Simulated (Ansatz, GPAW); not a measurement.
# 2H-WOS monolayer in an electric field

How does 2H-WOS monolayer screen a perpendicular field?

Program: GPAW 26.7.0 and Ansatz 0.2.0. Level of theory: Ansatz plane waves; layer without images along its normal, relaxation of atoms and in-plane cell, in the first sound run; inputs show where later runs differ. Results are calculated unless marked as measured.

### Step 1. The starting structure

The cell holds 3 atoms: 1 S, 1 W and 1 O. Its edges and angles: a = 3.053 Å, b = 3.053 Å, c = 17.022 Å, α = 90.0°, β = 90.0°, γ = 120.0°. Vacuum lies along c.

### Step 2. Relaxation

The atoms are relaxed first, since the surface dipole, and with it the work function, follows the positions of the outer layers.

Input file input.yaml:

```yaml
crystal:
  lattice:
    - [3.052956, 0.0, 0.0]
    - [-1.526478, 2.6439374526, 0.0]
    - [0.0, 0.0, 17.022203859]
  atoms:
    - { symbol: S, position: [0.3333333333, 0.6666666667, 0.4112275977] }
    - { symbol: W, position: [0.0, 0.0, 0.5176864147] }
    - { symbol: O, position: [0.3333333333, 0.6666666667, 0.5887724023] }
  periodic: [true, true, false]
kpoints:
  mp_grid: { grid: [12, 12, 1] }
hamiltonian:
  xc: pbe
scf:
  occupations: { method: fermi_dirac, width: 0.05 }
relax:
  f_tol: 0.01
  max_steps: 90
  cell: {}
```

Command:

```bash
> ansatz run input.yaml --threads 4 --pin off --max-ram 8192MiB --backend cpu --events-out ev --progress --plain --runs-dir out
```

Numbers of over 12 decimals in the logs are rounded to 6 here.

What it wrote:

```text
Warning: crystal.periodic: the lattice vector that does not repeat stood 0.000° off the slab's normal, 17.022 Å along it as the deck builds it. The run solves the slab on a vector along the normal, 29.844 Å long, with every atom where it was (on the deck's vector they left 14.00 Å outside them, and the widest stretch free of ions among them is 1.81 Å). A fractional position that the run reports is one of the run's ce [...]
crystal.periodic: the lattice vector that does not repeat stood 0.000° off the slab's normal, 17.022 Å along it as the deck builds it. The run solves the slab on a vector along the normal, 29.844 Å long, with every atom where it was (on the deck's vector they left 14.00 Å outside them, and the widest stretch free of ions among them is 1.81 Å). A fractional position that the run reports is one of the run's cell, which [...]
Engine: ansatz 0.2.0, x86_64-unknown-linux-gnu
Pseudopotentials: kind: paw
Pseudopotential: S, paw, valence charge 6, recommended cutoff 420 eV (normal), S.paw.azcp
Pseudopotential: W, paw, valence charge 14, recommended cutoff 420 eV (normal), W.paw.azcp
Pseudopotential: O, paw, valence charge 6, recommended cutoff 420 eV (normal), O.paw.azcp
Functional definition: PBE
  parameter kappa = 0.804
  parameter beta = 0.066725
  exchange = pbe_x(kappa = kappa, mu = beta*pi^2/3)
  correlation = pbe_c(beta = beta)
Crystal: 3 atoms, lattice volume = 240.899 Å³
Basis set: ecut = 420 eV, 4659 PW (Γ), exchange–correlation on 48×48×400 points (8 copies of the dense FFT grid, shifted against one another)
Bands: 17, of which v1, the nominal top of the filled ones, is band 13 counted from 1 (12 counted from 0)
Symmetry: 6 space group operations
Space group: P3m1 (ITA 156), of the structure as read, at distance tolerance 6.2e-5 Å
k-points: 19 of 144 (time reversal used)
Non-local potential: S, projectors of the file, l = 0: 2, l = 1: 2, l = 2: 2
Non-local potential: W, projectors of the file, l = 0: 3, l = 1: 2, l = 2: 2, l = 3: 1
Non-local potential: O, projectors of the file, l = 0: 2, l = 1: 2, l = 2: 1
PAW form: soft (Blöchl's): semilocal exchange-correlation on the pseudo side does not see the compensation charge
PAW one-centre angular grid: S, 110 points (default); XC on 64 Gauss nodes
PAW one-centre angular grid: W, 590 points (default); XC on 64 Gauss nodes
PAW one-centre angular grid: O, 110 points (default); XC on 64 Gauss nodes
Initial density: superposition of atomic densities (neutral atoms: chi_scale 0, normalization atom), corrected by the library's trained network
Initial wavefunctions: pseudopotential atomic-orbital guess
Functional: x = pbe(κ = 0.804, μ = 0.219515), c = pbe(β = 0.066725)
SCF iter   1: F=—  HF=-11855.273158 eV  |F-HF|=—  |Δ(HF+E_count)|=         —  Δρ=3.21e-3  dr2=2.73e-2  ethr=1.77e-3  ⟨swp⟩=14.7  Hψ=3160  notcnv=0
preconditioner: auto → none  [insulator: Δε(μ)=1.435 eV  Ē_g=9.228 eV  σ=0.050 eV  W_gap=1.00  n_scr=16 (ndim 8)  ℏωp=10.2 eV  f_vac=0.783  D(μ)=0.00/eV (n_scr^D=0)  ε∞_Penn≈2.2]
SCF iter   2: F=—  HF=-11855.284539 eV  |F-HF|=—  |Δ(HF+E_count)|=   1.14e-2  Δρ=3.54e-3  dr2=8.20e-2  ethr=1.05e-4  ⟨swp⟩=3.8  Hψ=1013  notcnv=0
SCF iter   3: F=—  HF=-11855.285777 eV  |F-HF|=—  |Δ(HF+E_count)|=   1.24e-3  Δρ=3.03e-3  dr2=1.22e-1  ethr=1.05e-4  ⟨swp⟩=3.7  Hψ=791  notcnv=0
SCF iter   4: F=—  HF=-11855.280318 eV  |F-HF|=—  |Δ(HF+E_count)|=   5.46e-3  Δρ=2.28e-3  dr2=5.04e-2  ethr=1.05e-4  ⟨swp⟩=1.4  Hψ=519  notcnv=0
SCF iter   5: F=—  HF=-11855.276935 eV  |F-HF|=—  |Δ(HF+E_count)|=   3.38e-3  Δρ=7.40e-4  dr2=3.14e-3  ethr=1.05e-4  ⟨swp⟩=2.4  Hψ=487  notcnv=0
SCF iter   6: F=—  HF=-11855.277220 eV  |F-HF|=—  |Δ(HF+E_count)|=   2.85e-4  Δρ=2.06e-4  dr2=8.07e-5  ethr=1.21e-5  ⟨swp⟩=2.7  Hψ=524  notcnv=0
SCF iter   7: F=—  HF=-11855.277216 eV  |F-HF|=—  |Δ(HF+E_count)|=   3.80e-6  Δρ=6.71e-5  dr2=8.30e-6  ethr=3.11e-7  ⟨swp⟩=3.5  Hψ=736  notcnv=0
SCF iter   8: F=—  HF=-11855.277220 eV  |F-HF|=—  |Δ(HF+E_count)|=   4.04e-6  Δρ=2.14e-5  dr2=4.54e-6  ethr=3.19e-8  ⟨swp⟩=3.5  Hψ=748  notcnv=0
SCF iter   9: F=—  HF=-11855.277220 eV  |F-HF|=—  |Δ(HF+E_count)|=   4.19e-7  Δρ=8.75e-6  dr2=6.24e-7  ethr=1.74e-8  ⟨swp⟩=1.6  Hψ=381  notcnv=0
SCF iter  10: F=-11855.277220 eV  HF=-11855.277220 eV  |F-HF|=4.54e-9  |Δ(HF+E_count)|=   1.17e-8  Δρ=1.50e-6  dr2=8.10e-9  ethr=3.85e-10  ⟨swp⟩=6.7  Hψ=2040  notcnv=0
SCF 1 converged in 10 iterations: F = -11855.277220 eV  dr2 = 8.10e-9
  greatest PAW one-centre occupation: 1.000 electrons in one spin orbital (limit 2), on the W atom at site 1 (counted from 0), in its partial waves of l = 0
relax step   1: F+E_penalty+E_count = -11855.27722008 eV  Δ(F+E_penalty+E_count) = +0.000e0 eV  max|allowed force component| = 3.108e0 eV/Å  Δτ_max = 0.0000 Å  P = -7.596 N/m  Ω = 240.899 Å³  fix = [c, alpha, beta]  reactions: c -0.000 N/m  (10 SCF iters, dr2 threshold 1.00e-7 eV, accepted)
Crystal: 3 atoms, lattice volume = 237.743 Å³
Basis set: ecut = 420 eV, 4575 PW (Γ), exchange–correlation on 48×48×400 points (8 copies of the dense FFT grid, shifted against one another)
Initial density: handed on by an earlier stage of this run
Initial wavefunctions: those handed on with the density
iter 1 solved again at ethr=6.56e-4 eV; its pass at ethr=3.10e-3 eV (dr2=1.71e-1 eV) is discarded
SCF iter   1: F=—  HF=-11855.639247 eV  |F-HF|=—  |Δ(HF+E_count)|=         —  Δρ=9.44e-3  dr2=1.82e-1  ethr=6.56e-4  ⟨swp⟩=2.1  Hψ=3469  notcnv=0
preconditioner: auto → none  [insulator: Δε(μ)=1.108 eV  Ē_g=10.101 eV  σ=0.050 eV  W_gap=1.00  n_scr=16 (ndim 8)  ℏωp=10.2 eV  f_vac=0.796  D(μ)=0.00/eV (n_scr^D=0)  ε∞_Penn≈2.0]
SCF iter   2: F=—  HF=-11855.655542 eV  |F-HF|=—  |Δ(HF+E_count)|=   1.63e-2  Δρ=6.15e-3  dr2=5.47e-1  ethr=6.56e-4  ⟨swp⟩=4.8  Hψ=869  notcnv=0  recentre
SCF iter   3: F=—  HF=-11855.620832 eV  |F-HF|=—  |Δ(HF+E_count)|=   3.47e-2  Δρ=6.33e-3  dr2=2.13e-1  ethr=6.56e-4  ⟨swp⟩=4.6  Hψ=853  notcnv=0
SCF iter   4: F=—  HF=-11855.593659 eV  |F-HF|=—  |Δ(HF+E_count)|=   2.72e-2  Δρ=1.80e-3  dr2=3.21e-3  ethr=6.56e-4  ⟨swp⟩=3.1  Hψ=569  notcnv=0
SCF iter   5: F=—  HF=-11855.594384 eV  |F-HF|=—  |Δ(HF+E_count)|=   7.25e-4  Δρ=7.02e-4  dr2=8.68e-4  ethr=1.23e-5  ⟨swp⟩=3.6  Hψ=927  notcnv=0
SCF iter   6: F=—  HF=-11855.594250 eV  |F-HF|=—  |Δ(HF+E_count)|=   1.34e-4  Δρ=2.70e-4  dr2=6.22e-5  ethr=3.34e-6  ⟨swp⟩=3.5  Hψ=692  notcnv=0
SCF iter   7: F=—  HF=-11855.594240 eV  |F-HF|=—  |Δ(HF+E_count)|=   1.04e-5  Δρ=6.37e-5  dr2=1.07e-5  ethr=2.39e-7  ⟨swp⟩=3.5  Hψ=723  notcnv=0
[...]
preconditioner: auto → none  [insulator: Δε(μ)=1.693 eV  Ē_g=10.008 eV  σ=0.050 eV  W_gap=1.00  n_scr=16 (ndim 8)  ℏωp=10.3 eV  f_vac=0.788  D(μ)=0.00/eV (n_scr^D=0)  ε∞_Penn≈2.1]
SCF iter   2: F=—  HF=-11855.676723 eV  |F-HF|=—  |Δ(HF+E_count)|=   1.99e-3  Δρ=2.23e-3  dr2=2.72e-2  ethr=7.61e-5  ⟨swp⟩=2.9  Hψ=601  notcnv=0
SCF iter   3: F=—  HF=-11855.685749 eV  |F-HF|=—  |Δ(HF+E_count)|=   9.03e-3  Δρ=2.91e-3  dr2=1.21e-1  ethr=7.61e-5  ⟨swp⟩=4.5  Hψ=860  notcnv=0  recentre
SCF iter   4: F=—  HF=-11855.674018 eV  |F-HF|=—  |Δ(HF+E_count)|=   1.17e-2  Δρ=7.47e-4  dr2=1.74e-3  ethr=7.61e-5  ⟨swp⟩=3.6  Hψ=720  notcnv=0
SCF iter   5: F=—  HF=-11855.673934 eV  |F-HF|=—  |Δ(HF+E_count)|=   8.38e-5  Δρ=3.67e-4  dr2=1.30e-4  ethr=6.68e-6  ⟨swp⟩=3.5  Hψ=630  notcnv=0
SCF iter   6: F=—  HF=-11855.673920 eV  |F-HF|=—  |Δ(HF+E_count)|=   1.36e-5  Δρ=9.96e-5  dr2=8.50e-6  ethr=5.02e-7  ⟨swp⟩=3.6  Hψ=733  notcnv=0
SCF iter   7: F=—  HF=-11855.673922 eV  |F-HF|=—  |Δ(HF+E_count)|=   1.91e-6  Δρ=1.88e-5  dr2=3.66e-7  ethr=3.27e-8  ⟨swp⟩=3.1  Hψ=664  notcnv=0
SCF iter   8: F=-11855.673922 eV  HF=-11855.673922 eV  |F-HF|=2.12e-8  |Δ(HF+E_count)|=   8.19e-8  Δρ=4.93e-6  dr2=4.12e-8  ethr=1.15e-9  ⟨swp⟩=8.4  Hψ=1760  notcnv=0
SCF 3 converged in 8 iterations: F = -11855.673922 eV  dr2 = 4.12e-8
relax step   3: F+E_penalty+E_count = -11855.67392230 eV  Δ(F+E_penalty+E_count) = -7.968e-2 eV  max|allowed force component| = 4.259e-1 eV/Å  Δτ_max = 0.0825 Å  P = -0.159 N/m  Ω = 232.649 Å³  energy of the carried Pulay correction = +2.941e-3 eV  fix = [c, alpha, beta]  reactions: c -0.000 N/m  (8 SCF iters, dr2 threshold 3.00e-7 eV, accepted)
[...]
relax step   4: F+E_penalty+E_count = -11855.67920324 eV  Δ(F+E_penalty+E_count) = -5.281e-3 eV  max|allowed force component| = 4.944e-2 eV/Å  Δτ_max = 0.0171 Å  P = -0.156 N/m  Ω = 233.744 Å³  energy of the carried Pulay correction = +2.544e-3 eV  fix = [c, alpha, beta]  reactions: c -0.000 N/m  (7 SCF iters, dr2 threshold 3.00e-7 eV, accepted)
[...]
relax step   5: F+E_penalty+E_count = -11855.67936910 eV  Δ(F+E_penalty+E_count) = -1.659e-4 eV  max|allowed force component| = 1.021e-2 eV/Å  Δτ_max = 0.0013 Å  P = +0.036 N/m  Ω = 233.494 Å³  energy of the carried Pulay correction = +2.635e-3 eV  fix = [c, alpha, beta]  reactions: c +0.000 N/m  (5 SCF iters, dr2 threshold 1.53e-7 eV, accepted)
[...]
relax step   6: F+E_penalty+E_count = -11855.67935027 eV  Δ(F+E_penalty+E_count) = +1.883e-5 eV  max|allowed force component| = 9.402e-5 eV/Å  Δτ_max = 0.0002 Å  P = -0.001 N/m  Ω = 233.556 Å³  energy of the carried Pulay correction = +2.612e-3 eV  fix = [c, alpha, beta]  reactions: c -0.000 N/m  (5 SCF iters, dr2 threshold 6.51e-9 eV, accepted)
[...]
relax step   7: F+E_penalty+E_count = -11855.67720991 eV  Δ(F+E_penalty+E_count) = +2.140e-3 eV  max|allowed force component| = 5.203e-4 eV/Å  Δτ_max = 0.0000 Å  P = -0.056 N/m  Ω = 233.556 Å³  fix = [c, alpha, beta]  reactions: c -0.000 N/m  stress off target by 5.64e-2 N/m on what of the cell is left free  SCF on the basis re-selected at this cell (its energy is not comparable with the rows above)  (10 SCF iters)
[...]
relax step   8: F+E_penalty+E_count = -11855.67725294 eV  Δ(F+E_penalty+E_count) = -4.304e-5 eV  max|allowed force component| = 8.998e-5 eV/Å  Δτ_max = 0.0002 Å  P = -0.002 N/m  Ω = 233.454 Å³  energy of the carried Pulay correction = +3.680e-5 eV  fix = [c, alpha, beta]  reactions: c -0.000 N/m  (6 SCF iters, dr2 threshold 4.69e-9 eV, accepted)
iter 1 solved again at ethr=2.98e-7 eV; its pass at ethr=3.10e-3 eV (dr2=7.76e-5 eV) is discarded
SCF iter   1: F=—  HF=-11855.677227 eV  |F-HF|=—  |Δ(HF+E_count)|=         —  Δρ=1.77e-6  dr2=7.09e-9  ethr=2.98e-7  ⟨swp⟩=6.8  Hψ=5088  notcnv=0
eigensolver tolerance schedule: the retry pair's looser diagonalisation over-reported the residual by 10948.35 of it (diagonalisation noise at an unbounded share of the residual, at the tolerance the schedule requests for it); recorded, not acted on — ethr = c·dr2/N_el stays at c = 1.0e-1
SCF iter   2: F=—  HF=-11855.677220 eV  |F-HF|=—  |Δ(HF+E_count)|=   6.60e-6  Δρ=3.23e-6  dr2=9.61e-8  ethr=2.73e-11  ⟨swp⟩=7.2  Hψ=1450  notcnv=0
SCF iter   3: F=—  HF=-11855.677220 eV  |F-HF|=—  |Δ(HF+E_count)|=   9.52e-9  Δρ=9.91e-7  dr2=3.27e-9  ethr=2.73e-11  ⟨swp⟩=4.0  Hψ=673  notcnv=0
SCF iter   4: F=—  HF=-11855.677220 eV  |F-HF|=—  |Δ(HF+E_count)|=  5.40e-10  Δρ=6.55e-7  dr2=9.25e-10  ethr=1.26e-11  ⟨swp⟩=3.0  Hψ=520  notcnv=0
SCF iter   5: F=—  HF=-11855.677220 eV  |F-HF|=—  |Δ(HF+E_count)|=  5.66e-10  Δρ=7.09e-7  dr2=3.21e-9  ethr=3.56e-12  ⟨swp⟩=3.8  Hψ=839  notcnv=0  recentre
SCF iter   6: F=—  HF=-11855.677220 eV  |F-HF|=—  |Δ(HF+E_count)|=  5.02e-10  Δρ=3.95e-7  dr2=4.30e-10  ethr=3.56e-12  ⟨swp⟩=2.8  Hψ=569  notcnv=0
SCF iter   7: F=—  HF=-11855.677220 eV  |F-HF|=—  |Δ(HF+E_count)|=  1.02e-10  Δρ=1.44e-7  dr2=6.39e-11  ethr=1.66e-12  ⟨swp⟩=3.2  Hψ=621  notcnv=0
SCF iter   8: F=-11855.677220 eV  HF=-11855.677220 eV  |F-HF|=1.46e-11  |Δ(HF+E_count)|=    0.00e0  Δρ=4.50e-8  dr2=5.08e-12  ethr=1.00e-12  ⟨swp⟩=10.7  Hψ=2614  notcnv=0
SCF 9 converged in 8 iterations: F = -11855.677220 eV  dr2 = 5.08e-12
relax step   9: F+E_penalty+E_count = -11855.67722038 eV  Δ(F+E_penalty+E_count) = +3.257e-5 eV  max|allowed force component| = 8.886e-5 eV/Å  Δτ_max = 0.0000 Å  P = -0.002 N/m  Ω = 233.454 Å³  fix = [c, alpha, beta]  reactions: c -0.000 N/m  stress off target by 2.38e-3 N/m on what of the cell is left free  SCF on the basis re-selected at this cell (its energy is not comparable with the rows above)  (8 SCF iters)
basis re-selected at this cell: Δ(F+E_penalty+E_count) = +3.257e-5 eV, ΔP = -0.000 N/m vs the last step (what re-selecting the basis moved, of the pressure what is left beyond the Pulay correction that the steps carried, after the strain that the cell walked since its last selection, with what the two solves' SCF thresholds leave and, on support functions, any second-order correction that the steps lacked; it is no m [...]
SCF converged after 8 iterations
Free energy (F): -11855.677220 eV
Harris-Foulkes:  -11855.677220 eV  (|F-HF|=1.46e-11)
Internal energy: -11855.677220 eV  (E = F + TS)
E sigma→0 (E₀):  -11855.677220 eV
Fermi energy:    -4.849106 eV
--- Per-component energies (eV) ---
  E_band       = -656.010530
  E_kinetic    = 732.629457
  E_local      = -49915.745390  (includes V_loc(G=0)·N_el)
  E_nonlocal   = 76.055634
  E_hartree    = 24518.346909
  E_xc         = -438.074277
  E_vxc        = -420.688657  (∫ρ·V_xc dr)
  E_paw        = -9320.190658  (= ΣΔE_a)
  E_vpaw       = -164.957927  (= ΣTr[D̂ρ^β])
  E_aug_tail   = 0.002361  (compensation charges beyond the density's cutoff)
  E_ewald      = 22491.298744
  E_smearing   = -0.000000  (= −TS)
  E_closure    = 0.000000  (closes the sum)
  Σ components = -11855.677220   (vs F -11855.677220, Δ=0.00e0)
--- Forces (eV/Å), atoms counted from 1 ---
  atom   1  S     -0.00000000     0.00000000     0.00008110
  atom   2  W      0.00000000    -0.00000000     0.00000885
  atom   3  O     -0.00000000    -0.00000000    -0.00008832
  max |Σ_I F_I| component: 1.62e-6 eV/Å
--- 2D stress c σ (N/m, compression-positive) ---
       -0.002376       0.000000      -0.000000
        0.000000      -0.002376      -0.000000
       -0.000000      -0.000000      -0.000000
  P = ½ c Tr σ = -0.0024 N/m
--- Relaxed structure (7 steps of the walk, 7 accepted, 2 SCFs on fresh bases) ---
  F+E_penalty+E_count = -11855.67722038 eV   max|allowed force component| = 8.886e-5 eV/Å   (the final SCF, on the basis selected at the relaxed cell)
  cell:  # Å, volume = 233.4536 Å³
    - [3.005408, 0.0, 0]
    - [-1.502704, 2.602760, 0]
    - [0, 0, 29.844408]
  atoms:
    - { symbol: S, position: [0.333333, 0.666667, 0.239008] }
    - { symbol: W, position: [2.2808830600763502e-17, 4.934324553817781e-17, 0.293784] }
    - { symbol: O, position: [0.333333, 0.666667, 0.332843] }
```

It took 21 s on 4 threads of Intel Xeon Platinum 8259CL at 2.50GHz (Skylake/Cascade Lake), shared host; peak memory 0.59 GiB; 78 s of CPU time.

The steps of the relaxation:

| step | energy less that of the first step (eV) | largest force component (eV/Å) | volume (Å³) |
| --- | --- | --- | --- |
| 1 | 0.0000 | 3.1081 | 240.90 |
| 2 | -0.3170 | 1.8637 | 237.74 |
| 3 | -0.3967 | 0.4259 | 232.65 |
| 4 | -0.4020 | 0.0494 | 233.74 |
| 5 | -0.4021 | 0.0102 | 233.49 |
| 6 | -0.4021 | 0.0001 | 233.56 |
| 7* | -0.4000 | 0.0005 | 233.56 |
| 8 | -0.4000 | 0.0001 | 233.45 |
| 9* | -0.4000 | 0.0001 | 233.45 |

Relaxation steps marked * repeat the geometry before them on a plane-wave basis chosen anew for their cell, so energy and pressure can jump there.

Forces are held to the 6 operations that the run works with; a distortion that breaks them can't arise in this run.

| cell as run | before | after | change |
| --- | --- | --- | --- |
| a (Å) | 3.053 | 3.005 | -1.6 % |
| b (Å) | 3.053 | 3.005 | -1.6 % |

The atoms that moved most (Å, along periodic axes as changes of fractional coordinates times the final cell, across vacuum about the mean position):

| atom | dx | dy | dz | length |
| --- | --- | --- | --- | --- |
| S1 | 0.000 | 0.000 | 0.133 | 0.133 |
| O3 | 0.000 | 0.000 | -0.089 | 0.089 |
| W2 | 0.000 | 0.000 | -0.044 | 0.044 |

The relaxed structure:

```xyz
3
Lattice="3.0054 0.0000 0.0000 -1.5027 2.6028 0.0000 0.0000 0.0000 29.8444" Properties=species:S:1:pos:R:3
S     0.0000    1.7352    7.1331
W     0.0000    0.0000    8.7678
O     0.0000    1.7352    9.9335
```

Numbers from this step:

* free energy: -11855.6772 eV
* gap by band count: 1.550 eV
* symmetry operations: 6

The relaxation lowered the energy of the cell by 0.400 eV.

### Step 3. The slab's potential

The work function is the vacuum plateau of the electrostatic potential less the Fermi level; a dipole layer lets the two faces have plateaus of their own.

This step: GPAW, PAW setups; slab in vacuum (GPAW 26.7.0).

The cell differs from the one that the last finished run ended in (c 29.844 → 16.800 Å).

Input file run.py:

```python
import json
import numpy as np
from ase import Atoms
from gpaw import GPAW, PW

slab = Atoms(
    ['S', 'W', 'O'],
    positions=[
        [-0.00000, 1.73517, 7.00000],
        [-0.00000, 0.00000, 8.63475],
        [-0.00000, 1.73517, 9.80046]],
    cell=[[3.00541, 0.0, -0.0], [-1.5027, 2.60276, -0.0], [-0.0, -0.0, 16.8005]],
    pbc=[True, True, False])

slab.calc = GPAW(mode=PW(500), xc='PBE', kpts={'size': (12, 12, 1), 'gamma': True},
                 occupations={'name': 'fermi-dirac', 'width': 0.05}, nbands='140%',
                 convergence={'density': 1e-05}, maxiter=200,
                 poissonsolver={'dipolelayer': 'xy'},
                 symmetry={'tolerance': 1e-3}, txt='slab.txt')
result = {}
energy = slab.get_potential_energy()
fermi = slab.calc.get_fermi_level()
v = slab.calc.get_electrostatic_potential().mean((0, 1)) - fermi
n = slab.calc.get_pseudo_density().mean((0, 1))
L = slab.cell[2, 2]
z = np.arange(len(v)) * L / len(v)
low, high = slab.positions[:, 2].min(), slab.positions[:, 2].max()
below, above = np.interp([low - 4.8, high + 4.8], z, v)
slopes = [np.interp(x, z, np.gradient(v, z)) for x in (low - 4.8, high + 4.8)]
eps = np.array([[slab.calc.get_eigenvalues(k, s) for k in range(len(slab.calc.get_ibz_k_points()))]
                for s in range(slab.calc.get_number_of_spins())]) - fermi
top, bottom = eps[eps < 0].max(), eps[eps > 0].min()
dipole = slab.get_dipole_moment()[2]
print(f'energy {energy:.4f} eV, Fermi level {fermi:.4f} eV, dipole {dipole:.5f} e A')
print(f'potential 4.8 A off the faces, from the Fermi level: lower {below:.4f} eV, upper {above:.4f} eV')
print(f'slope of the potential there: lower {slopes[0]:.5f}, upper {slopes[1]:.5f} eV/A')
print(f'nearest levels on the mesh: {top:.4f} and {bottom:.4f} eV')
print('magnetic moment', round(slab.get_magnetic_moment(), 3))
result.update(energy=energy, fermi=fermi, dipole=dipole, below=below, above=above, slopes=slopes, edges=[top, bottom],
              z=z.tolist(), v=v.tolist(), n=n.tolist(), positions=slab.positions.tolist(),
              forces=slab.get_forces(apply_constraint=False).tolist(), moments=slab.get_magnetic_moments().tolist())
json.dump(result, open('result.json', 'w'))
```

Command:

```bash
> OMP_NUM_THREADS=1 OPENBLAS_NUM_THREADS=1 python run.py
```

What it wrote:

```text
energy -24.3020 eV, Fermi level -0.0895 eV, dipole -0.07013 e A
potential 4.8 A off the faces, from the Fermi level: lower 4.0483 eV, upper 5.6727 eV
slope of the potential there: lower -0.00028, upper 0.00075 eV/A
nearest levels on the mesh: -0.7585 and 0.7795 eV
magnetic moment 0.0
```

Elapsed: 27 s, on 1 thread; peak memory 0.19 GiB.

Numbers from this step:

```
dipole along the normal                    : -0.07013 e·Å
levels nearest the Fermi level on the mesh : -0.7585, 0.7795 eV from the Fermi level
upper work function                        : 5.673 eV
lower work function                        : 4.048 eV
upper ionisation energy                    : 6.431 eV
```

The electrostatic potential energy of an electron (without an applied field's), less the Fermi level, planar mean by z:

| z (Å) | electrostatic potential energy of an electron (without an applied field's), less the Fermi level, planar mean (eV) |
| --- | --- |
| 0.0 | 4.86 |
| 0.5 | 4.05 |
| 1.0 | 4.05 |
| 1.5 | 4.05 |
| 2.0 | 4.05 |
| 2.5 | 4.05 |
| 3.0 | 4.05 |
| 3.5 | 4.05 |
| 4.0 | 4.04 |
| 4.5 | 4.03 |
| 5.0 | 3.94 |
| 5.5 | 3.56 |
| 6.0 | 1.62 |
| 6.5 | -7.02 |
| 7.0 | -23.0 |
| 7.5 | -9.88 |
| 8.0 | -11.7 |
| 8.5 | -27.0 |
| 9.0 | -20.3 |
| 9.5 | -10.7 |
| 10.0 | -6.98 |
| 10.5 | 3.62 |
| 11.0 | 5.36 |
| 11.5 | 5.62 |
| 12.0 | 5.66 |
| 12.5 | 5.67 |
| 13.0 | 5.67 |
| 13.5 | 5.67 |
| 14.0 | 5.67 |
| 14.5 | 5.67 |
| 15.0 | 5.67 |
| 15.5 | 5.67 |
| 16.0 | 5.67 |
| 16.5 | 5.50 |

Table of pseudo valence density, planar mean by z:

| z (Å) | pseudo valence density, planar mean (e/Å³) |
| --- | --- |
| 3 | 1.3e-5 |
| 4 | 2.5e-4 |
| 5 | 0.00565 |
| 6 | 0.133 |
| 7 | 0.451 |
| 8 | 0.615 |
| 9 | 1.08 |
| 10 | 0.782 |
| 11 | 0.0240 |
| 12 | 6.0e-4 |
| 13 | 2.1e-5 |

The layer is gapped, so the Fermi level lies somewhere inside the gap, set by smearing and numerics, and these work functions are no property of the material; the band edges below the vacuum level are. The potential is flat to 7.5e-4 eV/Å where it is read, so the vacuum is wide enough. The geometry is the other program's minimum; here the largest force on a free atom is 0.039 eV/Å.

(Part 1 of 2 ends here.)

[Logs are printed without paths, hosts, clocks, repeated set-up lines and the standing remarks that a program may print on its own settings, such as how far it seeks lower states.]

[Hosts, paths, dates, database ids (printed as entryN), source tags and the programs' standing remarks are cut or masked in the printed files.]
